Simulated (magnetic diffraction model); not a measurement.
## Magnetic neutron pattern of Nd2Fe9Cu3

Space group Cmcm (no. 63), a = 12.1140 Å, b = 7.0250 Å, c = 9.0940 Å.

| site | atom | x | y | z |
| --- | --- | --- | --- | --- |
| 8g | Nd | 0.3360 | 0.6736 | 1/4 |
| 8e | Cu | 0.6690 | 0 | 1/2 |
| 4a | Cu | 0 | 0 | 1/2 |
| 8g | Fe | 0.6125 | 0.0568 | 1/4 |
| 4c | Fe | 1/2 | 0.3776 | 1/4 |
| 8f | Fe | 1/2 | 0.8404 | 0.4382 |
| 16h | Fe | 0.3330 | 0.6696 | 0.5727 |

This is a made-up structure (elements placed in a structure type, unrelaxed), so the numbers test the method and describe no known phase.

Only Nd is taken to order (form factors of Nd3+); orders and moment sizes are assumed, and not adapted to the symmetry. Radiation: neutrons of λ = 2.41 Å, 8° to 60°; isotropic B of 0.15 Å² (Nd), 0.2 Å² (Cu) and 0.2 Å² (Fe). The intensities are simulated: I ∝ L Σ (|F_N|² + |F_M⊥|²) for unpolarised neutrons, with F_M = 2.695 fm/μB × Σ f(s) S exp(2πi Q·r) exp(−B s²) at Q = H ± k (one set where k and −k are equivalent), only the part normal to Q counting and L = 1/(sin²θ cos θ). For collinear order S is the moment m, which repeats by lattice and centring translations R with the sign exp(−2πi k·R). Form factors are spin-only for 3d ions and dipole or tabulated for f ions, scattering lengths are Sears's of 1992, and absorption is left out. A label names one of the reflections at its angle. The strongest nuclear line in the range is 100, and lines under 0.2 are left out.

Assume the order k = (0 0 0), collinear moments along [101], 0.72 μB on Nd; signs + at (0.3360, 0.6736, 1/4), − at (0.3360, 0.3264, 3/4), − at (0.6640, 0.3264, 3/4), + at (0.6640, 0.6736, 1/4).

Q: Where does magnetic intensity appear, and how strong is it?

```tsv
2θ (°)	index	nuclear	magnetic
15.23	(0 0 1)	0.0	13.3
22.87	(1 1 0)	19.0	3.2
22.95	(2 0 0)	13.5	0.0
27.59	(1 1 1)	59.4	1.1
27.66	(2 0 -1)	0.0	1.2
30.73	(0 0 2)	91.8	0.0
38.66	(1 1 2)	2.2	1.9
38.70	(2 0 2)	6.4	0.0
40.13	(0 2 0)	0.2	2.0
40.27	(3 1 0)	5.7	2.4
43.16	(0 2 1)	9.9	1.6
43.29	(3 1 1)	11.4	1.2
46.73	(2 2 0)	24.0	0.6
46.85	(0 0 3)	0.0	1.4
46.89	(4 0 0)	42.7	0.0
49.43	(2 2 1)	100.0	0.5
49.59	(4 0 1)	0.0	0.5
51.38	(0 2 2)	0.1	2.1
51.49	(3 1 2)	10.1	3.2
52.75	(1 1 3)	5.1	0.3
52.78	(2 0 3)	0.0	0.5
56.98	(2 2 2)	20.9	0.7
57.12	(4 0 2)	95.9	0.0
```

The strongest magnetic line in the range is (0 0 1) at 15.23° (13.3). On top of the Lorentz factor, which all lines share, magnetic lines fade with angle because f falls: for Nd3+ it is 0.98, 0.90, 0.79 and 0.54 at sin θ/λ = 0.1, 0.2, 0.3 and 0.5 Å⁻¹, while nuclear lengths stay constant. The order has no net moment.

[Logs are printed without paths, hosts, clocks, repeated set-up lines and the standing remarks that a program may print on its own settings, such as how far it seeks lower states.]
